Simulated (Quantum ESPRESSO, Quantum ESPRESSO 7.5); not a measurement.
# arsenene, 1 layer, stepped through the share of short-range exact exchange

Aim: how the results for arsenene, 1 layer change with the share of short-range exact exchange.

Method: plane-wave DFT, PBE, SG15 norm-conserving pseudopotentials (geometry by pw.x at PBE, GBRV ultrasoft), in Quantum ESPRESSO 7.5.

## Step 1: The starting structure

The cell holds 2 atoms: 2 As. Cell: a = 3.610 Å, b = 3.610 Å, c = 16.400 Å, α = 90.0°, β = 90.0°, γ = 120.0°. It derives from As. Vacuum lies along c.

Structure file:

```cif
data_structure
_symmetry_space_group_name_H-M 'P 1'
_symmetry_Int_Tables_number 1
_cell_length_a 3.6100
_cell_length_b 3.6100
_cell_length_c 16.4000
_cell_angle_alpha 90.000
_cell_angle_beta 90.000
_cell_angle_gamma 120.000
_cell_volume 185.09
loop_
_atom_site_label
_atom_site_type_symbol
_atom_site_fract_x
_atom_site_fract_y
_atom_site_fract_z
_atom_site_occupancy
As1 As 0.66667 0.33333 0.45732 1
As2 As 0.33333 0.66667 0.54268 1
```

Set-up: Cell and atoms are relaxed under PBE (GBRV files) and held. Screened hybrids with norm-conserving files, screening 0.106 per bohr, fixed occupations, a 9×9×1 mesh with exchange on 3×3×1 q points. Levels count from the potential in the middle of the vacuum.

Members 0.15, 0.2 and 0.25 took the same steps and show in the table alone.

## Step 2: Variable-cell relaxation of the reference

What the set-up leaves free in this member is relaxed.

ref.relax.in reads:

```
&control
  prefix = 'ref.relax'
  outdir = './out'
  pseudo_dir = './pseudo'
  nstep = 80
  forc_conv_thr = 0.0004
  calculation = 'vc-relax'
  etot_conv_thr = 1e-06
/
&system
  ibrav = 0
  nat = 2
  ntyp = 1
  ecutwfc = 50
  ecutrho = 250
  occupations = 'smearing'
  smearing = 'fd'
  degauss = 0.004
/
&electrons
  conv_thr = 1e-09
  mixing_beta = 0.4
  electron_maxstep = 120
  mixing_mode = 'plain'
/
&ions
/
&cell
  cell_dofree = '2Dxy'
  press_conv_thr = 0.3
/
ATOMIC_SPECIES
  As  74.9216  as_pbe_v1.uspp.F.UPF
CELL_PARAMETERS angstrom
  3.61000000000000 0.00000000000000 0.00000000000000
  -1.80500000000000 3.12635170766182 0.00000000000000
  0.00000000000000 0.00000000000000 16.40000000000000
ATOMIC_POSITIONS crystal
  As  0.666666666700 0.333333333300 0.457317073171
  As  0.333333333300 0.666666666700 0.542682926829
K_POINTS automatic
  12 12 1 0 0 0
```

Launch:

```console
$ OMP_NUM_THREADS=1 mpirun -n 4 pw.x -nk 4 -in ref.relax.in > ref.relax.out
```

The log of the run:

```text
Program PWSCF v.7.5 starts
[citation notice left out]

     Parallel version (MPI & OpenMP), running on       4 processor cores
     Number of MPI processes:                 4
     Threads/MPI process:                     1

     MPI processes distributed on     1 nodes
[...]
Current dimensions of program PWSCF are:
     Max number of different atomic species (ntypx) = 10
     Max number of k-points (npk) =  40000
     Max angular momentum in pseudopotentials (lmaxx) =  4
     Message from routine setup:
     using ibrav=0 with symmetry is DISCOURAGED, use correct ibrav instead

     K-points division:     npool     =       4
     Subspace diagonalization in iterative solution of the eigenvalue problem:
     a serial algorithm will be used

     G-vector sticks info
     --------------------
     sticks:   dense  smooth     PW     G-vecs:    dense   smooth      PW
     Sum         805     649    199                83339    59791    9633

     Using Slab Decomposition

     bravais-lattice index     =            0
     lattice parameter (alat)  =       6.8219  a.u.
     unit-cell volume          =    1249.0663 (a.u.)^3
     number of atoms/cell      =            2
     number of atomic types    =            1
     number of electrons       =        10.00
     number of Kohn-Sham states=            9
     kinetic-energy cutoff     =      50.0000  Ry
     charge density cutoff     =     250.0000  Ry
     scf convergence threshold =      1.0E-09
     mixing beta               =       0.4000
     number of iterations used =            8  plain     mixing
     energy convergence thresh.=      1.0E-06
     force convergence thresh. =      4.0E-04
     press convergence thresh. =      3.0E-01
     Exchange-correlation= SLA  PW   PBE  PBE
                           (   1   4   3   4   0   0   0)
     nstep                     =           80

     celldm(1)=   6.821911  celldm(2)=   0.000000  celldm(3)=   0.000000
     celldm(4)=   0.000000  celldm(5)=   0.000000  celldm(6)=   0.000000

     crystal axes: (cart. coord. in units of alat)
               a(1) = (   1.000000   0.000000   0.000000 )
               a(2) = (  -0.500000   0.866025   0.000000 )
               a(3) = (   0.000000   0.000000   4.542936 )

     reciprocal axes: (cart. coord. in units 2 pi/alat)
               b(1) = (  1.000000  0.577350 -0.000000 )
               b(2) = (  0.000000  1.154701  0.000000 )
               b(3) = (  0.000000 -0.000000  0.220122 )

     PseudoPot. # 1 for As read from file:
     ./pseudo/as_pbe_v1.uspp.F.UPF
     Pseudo is Ultrasoft + core correction, Zval =  5.0
     Generated by new atomic code, or converted to UPF format
     Using radial grid of  875 points,  6 beta functions with:
                l(1) =   0
                l(2) =   0
                l(3) =   1
                l(4) =   1
                l(5) =   2
                l(6) =   2
     Q(r) pseudized with  8 coefficients,  rinner =    1.300   1.300   1.300
                                                       1.300   1.300

     atomic species   valence    mass     pseudopotential
     As                5.00    74.92160     As( 1.00)

     12 Sym. Ops., with inversion, found

   Cartesian axes

     site n.     atom                  positions (alat units)
         1        As     tau(   1) = (   0.5000000   0.2886751   2.0775623  )
         2        As     tau(   2) = (  -0.0000000   0.5773503   2.4653740  )

     number of k points=    19  Fermi-Dirac smearing, width (Ry)=  0.0040
                       cart. coord. in units 2pi/alat
        k(    1) = (   0.0000000   0.0000000   0.0000000), wk =   0.0138889
        k(    2) = (   0.0000000   0.0962250   0.0000000), wk =   0.0833333
        k(    3) = (   0.0000000   0.1924501   0.0000000), wk =   0.0833333
        k(    4) = (   0.0000000   0.2886751   0.0000000), wk =   0.0833333
        k(    5) = (   0.0000000   0.3849002   0.0000000), wk =   0.0833333
        k(    6) = (   0.0000000   0.4811252   0.0000000), wk =   0.0833333
        k(    7) = (   0.0000000  -0.5773503   0.0000000), wk =   0.0416667
        k(    8) = (   0.0833333   0.1443376   0.0000000), wk =   0.0833333
        k(    9) = (   0.0833333   0.2405626   0.0000000), wk =   0.1666667
        k(   10) = (   0.0833333   0.3367877   0.0000000), wk =   0.1666667
[...]
k(   19) = (   0.3333333   0.5773503   0.0000000), wk =   0.0277778

     Dense  grid:    83339 G-vectors     FFT dimensions: (  36,  36, 160)

     Smooth grid:    59791 G-vectors     FFT dimensions: (  32,  32, 144)

     Estimated max dynamical RAM per process >     125.87 MB

     Estimated total dynamical RAM >     442.43 MB

     Initial potential from superposition of free atoms

     starting charge       9.9995, renormalised to      10.0000

     negative rho (up, down):  7.801E-05 0.000E+00
     Starting wfcs are    8 randomized atomic wfcs +    1 random wfcs

     total cpu time spent up to now is        0.6 secs

     per-process dynamical memory:    53.6 Mb

     Self-consistent Calculation

     iteration #  1     ecut=    50.00 Ry     beta= 0.40
     Davidson diagonalization with overlap
     ethr =  1.00E-02,  avg # of iterations =  5.0

     Threshold (ethr) on eigenvalues was too large:
     Diagonalizing with lowered threshold

     Davidson diagonalization with overlap
     ethr =  2.14E-04,  avg # of iterations =  3.7

     negative rho (up, down):  1.434E-05 0.000E+00

     total cpu time spent up to now is        1.6 secs

     total energy              =     -80.54340826 Ry
     estimated scf accuracy    <       0.02090025 Ry

     iteration #  2     ecut=    50.00 Ry     beta= 0.40
[...]
negative rho (up, down):  3.359E-05 0.000E+00

[...]
total energy              =     -80.54291013 Ry
     estimated scf accuracy    <       0.00614395 Ry

     iteration #  3     ecut=    50.00 Ry     beta= 0.40
[...]
negative rho (up, down):  4.783E-05 0.000E+00

[...]
total energy              =     -80.54336476 Ry
     estimated scf accuracy    <       0.00014733 Ry

     iteration #  4     ecut=    50.00 Ry     beta= 0.40
[...]
c_bands:  1 eigenvalues not converged
[...]
negative rho (up, down):  5.903E-05 0.000E+00

[...]
total energy              =     -80.54349029 Ry
     estimated scf accuracy    <       0.00001195 Ry

     iteration #  5     ecut=    50.00 Ry     beta= 0.40
[...]
ATOMIC_POSITIONS (crystal)
As               0.6666666667        0.3333333333        0.4573984578
As               0.3333333333        0.6666666667        0.5426015422
End final coordinates

[...]
Final scf calculation at the relaxed structure.
     The G-vectors are recalculated for the final unit cell
     Results may differ from those at the preceding step.

     G-vector sticks info
     --------------------
     sticks:   dense  smooth     PW     G-vecs:    dense   smooth      PW
     Sum         805     649    199                83339    59791    9633

     Using Slab Decomposition

     bravais-lattice index     =            0
     lattice parameter (alat)  =       6.8219  a.u.
     unit-cell volume          =    1249.1768 (a.u.)^3
     number of atoms/cell      =            2
     number of atomic types    =            1
     number of electrons       =        10.00
     number of Kohn-Sham states=            9
     kinetic-energy cutoff     =      50.0000  Ry
     charge density cutoff     =     250.0000  Ry
     scf convergence threshold =      1.5E-11
     mixing beta               =       0.4000
     number of iterations used =            8  plain     mixing
     press convergence thresh. =      3.0E-01
     Exchange-correlation= SLA  PW   PBE  PBE
                           (   1   4   3   4   0   0   0)

     celldm(1)=   6.821911  celldm(2)=   0.000000  celldm(3)=   0.000000
     celldm(4)=   0.000000  celldm(5)=   0.000000  celldm(6)=   0.000000

     crystal axes: (cart. coord. in units of alat)
               a(1) = (   1.000044  -0.000000   0.000000 )
               a(2) = (  -0.500022   0.866064   0.000000 )
               a(3) = (   0.000000   0.000000   4.542936 )

     reciprocal axes: (cart. coord. in units 2 pi/alat)
               b(1) = (  0.999956  0.577325 -0.000000 )
               b(2) = (  0.000000  1.154649 -0.000000 )
               b(3) = ( -0.000000 -0.000000  0.220122 )

     PseudoPot. # 1 for As read from file:
     ./pseudo/as_pbe_v1.uspp.F.UPF
     Pseudo is Ultrasoft + core correction, Zval =  5.0
     Generated by new atomic code, or converted to UPF format
     Using radial grid of  875 points,  6 beta functions with:
                l(1) =   0
                l(2) =   0
                l(3) =   1
                l(4) =   1
                l(5) =   2
                l(6) =   2
     Q(r) pseudized with  8 coefficients,  rinner =    1.300   1.300   1.300
                                                       1.300   1.300

     atomic species   valence    mass     pseudopotential
     As                5.00    74.92160     As( 1.00)

     12 Sym. Ops., with inversion, found

   Cartesian axes

     site n.     atom                  positions (alat units)
         1        As     tau(   1) = (   0.5000221   0.2886879   2.0779321  )
         2        As     tau(   2) = (  -0.0000000   0.5773758   2.4650042  )

     number of k points=    19  Fermi-Dirac smearing, width (Ry)=  0.0040
                       cart. coord. in units 2pi/alat
        k(    1) = (   0.0000000   0.0000000   0.0000000), wk =   0.0138889
        k(    2) = (   0.0000000   0.0962208   0.0000000), wk =   0.0833333
        k(    3) = (   0.0000000   0.1924416   0.0000000), wk =   0.0833333
        k(    4) = (   0.0000000   0.2886624   0.0000000), wk =   0.0833333
        k(    5) = (   0.0000000   0.3848832   0.0000000), wk =   0.0833333
        k(    6) = (   0.0000000   0.4811039   0.0000000), wk =   0.0833333
        k(    7) = (  -0.0000000  -0.5773247   0.0000000), wk =   0.0416667
        k(    8) = (   0.0833296   0.1443312   0.0000000), wk =   0.0833333
        k(    9) = (   0.0833296   0.2405520   0.0000000), wk =   0.1666667
        k(   10) = (   0.0833296   0.3367728   0.0000000), wk =   0.1666667
[...]
k(   19) = (   0.3333186   0.5773247   0.0000000), wk =   0.0277778

     Dense  grid:    83339 G-vectors     FFT dimensions: (  36,  36, 160)

     Smooth grid:    59791 G-vectors     FFT dimensions: (  32,  32, 144)

     Estimated max dynamical RAM per process >     126.50 MB

     Estimated total dynamical RAM >     444.97 MB

     Initial potential from superposition of free atoms

     starting charge       9.9995, renormalised to      10.0000

     negative rho (up, down):  7.804E-05 0.000E+00
     Starting wfcs are    8 randomized atomic wfcs +    1 random wfcs

     total cpu time spent up to now is       16.8 secs

     per-process dynamical memory:    54.2 Mb

     Self-consistent Calculation

     iteration #  1     ecut=    50.00 Ry     beta= 0.40
     Davidson diagonalization with overlap
     c_bands:  1 eigenvalues not converged
     c_bands:  1 eigenvalues not converged
     c_bands:  1 eigenvalues not converged
     c_bands:  1 eigenvalues not converged
     ethr =  1.00E-06,  avg # of iterations = 18.2

     negative rho (up, down):  1.426E-05 0.000E+00

     total cpu time spent up to now is       18.4 secs

     total energy              =     -80.54393610 Ry
     estimated scf accuracy    <       0.02082049 Ry

[...]
iteration # 10     ecut=    50.00 Ry     beta= 0.40
[...]
negative rho (up, down):  7.766E-05 0.000E+00

[...]
End of self-consistent calculation

          k = 0.0000 0.0000 0.0000 (  7515 PWs)   bands (ev):

   -16.0132  -9.7505  -3.1156  -2.5693  -2.5693  -0.6316   0.9228   0.9228
     2.3265

          k = 0.0000 0.0962 0.0000 (  7495 PWs)   bands (ev):

   -15.9216  -9.7392  -3.4582  -3.0721  -2.7747  -0.0100   0.8104   1.1315
     2.4588

          k = 0.0000 0.1924 0.0000 (  7467 PWs)   bands (ev):

   -15.6496  -9.7522  -4.7679  -3.2300  -2.9800  -0.3163   1.4890   1.5411
     2.7367

          k = 0.0000 0.2887 0.0000 (  7463 PWs)   bands (ev):

   -15.2073  -9.9454  -5.7614  -3.7117  -2.9930  -0.8392   1.7326   1.8379
     3.1270

          k = 0.0000 0.3849 0.0000 (  7437 PWs)   bands (ev):

   -14.6209 -10.4871  -6.1697  -4.1025  -3.3300  -0.9508   1.2697   1.9396
     3.7952

          k = 0.0000 0.4811 0.0000 (  7460 PWs)   bands (ev):

   -13.9735 -11.2405  -6.0970  -4.3513  -3.8553  -0.7451   0.7767   1.9383
     3.8680

[...]
the Fermi energy is    -1.7917 ev

!    total energy              =     -80.54350188 Ry
     estimated scf accuracy    <          1.9E-12 Ry
     smearing contrib. (-TS)   =      -0.00000000 Ry
     internal energy E=F+TS    =     -80.54350188 Ry

     The total energy is F=E-TS. E is the sum of the following terms:
     one-electron contribution =     -98.27280886 Ry
     hartree contribution      =      51.09544630 Ry
     xc contribution           =     -62.99939262 Ry
     ewald contribution        =      29.63325330 Ry

     convergence has been achieved in  10 iterations

     negative rho (up, down):  7.766E-05 0.000E+00

     Forces acting on atoms (cartesian axes, Ry/au):

     atom    1 type  1   force =     0.00000000    0.00000000   -0.00000558
     atom    2 type  1   force =     0.00000000    0.00000000    0.00000558

     Total force =     0.000008     Total SCF correction =     0.000001
     SCF correction compared to forces is large: reduce conv_thr to get better values

     Computing stress (Cartesian axis) and pressure

     negative rho (up, down):  7.766E-05 0.000E+00
          total   stress  (Ry/bohr**3)                   (kbar)     P=        0.08
   0.00000114  -0.00000000   0.00000000            0.17       -0.00        0.00
  -0.00000000   0.00000114   0.00000000           -0.00        0.17        0.00
   0.00000000   0.00000000  -0.00000056            0.00        0.00       -0.08

[...]
=------------------------------------------------------------------------------=
   JOB DONE.
=------------------------------------------------------------------------------=
```

It took 25 s on 4 MPI ranks of Arm Neoverse V2, shared host; peak memory 0.56 GiB.

Little changed from the start: no atom moved by 0.005 Å and no cell edge by 0.1 %.

 The last row is no step: it is a fresh SCF in the final cell with a new plane-wave basis, -0 meV from the row before.

This step gave:

| Quantity | Value |
| --- | --- |
| free energy | -1095.8502 eV |
| Fermi energy | -1.792 eV |

## Step 3: SCF with pw.x, 0

The self-consistent run of this member.

Level of this step: plane-wave DFT, PBE, SG15 norm-conserving pseudopotentials (Quantum ESPRESSO 7.5).

m0.scf.in reads:

```
&control
  prefix = 'm0.scf'
  outdir = './out'
  pseudo_dir = './pseudo'
  calculation = 'scf'
  tprnfor = .true.
/
&system
  ibrav = 0
  nat = 2
  ntyp = 1
  ecutwfc = 60
  ecutrho = 240
  occupations = 'fixed'
  nbnd = 8
/
&electrons
  conv_thr = 1e-08
  mixing_beta = 0.6
  electron_maxstep = 120
/
ATOMIC_SPECIES
  As  74.9216  As_ONCV_PBE-1.2.upf
CELL_PARAMETERS angstrom
  3.61015968000000 0.00000000000000 0.00000000000000
  -1.80507984000000 3.12648999400000 0.00000000000000
  0.00000000000000 0.00000000000000 16.40000000000000
ATOMIC_POSITIONS crystal
  As  0.666666666700 0.333333333300 0.457398457800
  As  0.333333333300 0.666666666700 0.542601542200
K_POINTS automatic
  9 9 1 0 0 0
```

Launch:

```console
$ OMP_NUM_THREADS=1 mpirun -n 4 pw.x -nk 4 -in m0.scf.in > m0.scf.out
```

The log of the run:

```text
[banner, memory and clock lines left out]
Program PWSCF v.7.5 starts
[citation notice left out]

[...]
Message from routine setup:
[...]
bravais-lattice index     =            0
     lattice parameter (alat)  =       6.8222  a.u.
     unit-cell volume          =    1249.1768 (a.u.)^3
     number of atoms/cell      =            2
     number of atomic types    =            1
     number of electrons       =        10.00
     number of Kohn-Sham states=            8
     kinetic-energy cutoff     =      60.0000  Ry
     charge density cutoff     =     240.0000  Ry
     scf convergence threshold =      1.0E-08
     mixing beta               =       0.6000
     number of iterations used =            8  plain     mixing
     Exchange-correlation= PBE
                           (   1   4   3   4   0   0   0)

[...]
PseudoPot. # 1 for As read from file:
     ./pseudo/As_ONCV_PBE-1.2.upf
     Pseudo is Norm-conserving, Zval =  5.0
     Generated using ONCVPSP code by D. R. Hamann
     Using radial grid of  602 points,  6 beta functions with:
                l(1) =   0
                l(2) =   0
                l(3) =   1
                l(4) =   1
                l(5) =   2
                l(6) =   2

     atomic species   valence    mass     pseudopotential
     As                5.00    74.92160     As( 1.00)

     12 Sym. Ops., with inversion, found

[...]
number of k points=    12
[...]
Dense  grid:    78501 G-vectors     FFT dimensions: (  36,  36, 160)

     Initial potential from superposition of free atoms

     starting charge       9.9361, renormalised to      10.0000

     negative rho (up, down):  2.215E-04 0.000E+00
     Starting wfcs are random

     per-process dynamical memory:    50.8 Mb

     Self-consistent Calculation

     iteration #  1     ecut=    60.00 Ry     beta= 0.60
     Davidson diagonalization with overlap
     ethr =  1.00E-02,  avg # of iterations =  9.8

     Threshold (ethr) on eigenvalues was too large:
     Diagonalizing with lowered threshold

     Davidson diagonalization with overlap
     ethr =  1.73E-04,  avg # of iterations =  3.2

     negative rho (up, down):  1.246E-05 0.000E+00

     total energy              =     -25.36056275 Ry
     estimated scf accuracy    <       0.01838480 Ry

     iteration #  2     ecut=    60.00 Ry     beta= 0.60
[...]
negative rho (up, down):  3.553E-07 0.000E+00

[...]
total energy              =     -25.36070129 Ry
     estimated scf accuracy    <       0.00225976 Ry

     iteration #  3     ecut=    60.00 Ry     beta= 0.60
[...]
total energy              =     -25.36077801 Ry
     estimated scf accuracy    <       0.00001780 Ry

     iteration #  4     ecut=    60.00 Ry     beta= 0.60
[...]
total energy              =     -25.36078284 Ry
     estimated scf accuracy    <       0.00000108 Ry

     iteration #  5     ecut=    60.00 Ry     beta= 0.60
[...]
total energy              =     -25.36078304 Ry
     estimated scf accuracy    <       0.00000004 Ry

     iteration #  6     ecut=    60.00 Ry     beta= 0.60
[...]
End of self-consistent calculation

          k = 0.0000 0.0000 0.0000 (  9863 PWs)   bands (ev):

   -15.9701  -9.7671  -3.1228  -2.5473  -2.5473  -0.6159   0.9171   0.9171

          k = 0.0000 0.1283 0.0000 (  9849 PWs)   bands (ev):

   -15.8079  -9.7509  -3.8763  -3.0501  -2.8889   0.0232   0.9608   1.2558

[...]
highest occupied, lowest unoccupied level (ev):    -2.5473   -0.9439

!    total energy              =     -25.36078304 Ry
     estimated scf accuracy    <          2.4E-09 Ry

     The total energy is the sum of the following terms:
     one-electron contribution =     -99.93401656 Ry
     hartree contribution      =      51.13656566 Ry
     xc contribution           =      -6.19658542 Ry
     ewald contribution        =      29.63325329 Ry

     convergence has been achieved in   6 iterations

     Forces acting on atoms (cartesian axes, Ry/au):

     atom    1 type  1   force =    -0.00000000   -0.00000000    0.00166228
     atom    2 type  1   force =     0.00000000    0.00000000   -0.00166228

     Total force =     0.002351     Total SCF correction =     0.000049

[...]
```

Run time: 3.8 s. Hardware: 4 MPI ranks; peak memory 0.36 GiB.

Numbers from this step:

* free energy: -345.0510 eV
* valence top, on the run's zero: -2.547 eV
* conduction bottom, on the run's zero: -0.9439 eV
* gap by band count: 1.603 eV

(Continued in part 2 of 2.)

[Logs are printed without paths, hosts, clocks, repeated set-up lines and the standing remarks that a program may print on its own settings, such as how far it seeks lower states.]

[Hosts, paths, dates, database ids (printed as entryN), source tags and the programs' standing remarks are cut or masked in the printed files.]

[Maps of the electrostatic potential energy from Ansatz leave out the sawtooth potential of an applied field or a dipole correction, so their vacuum need not be flat; planar profiles and work functions include it.]
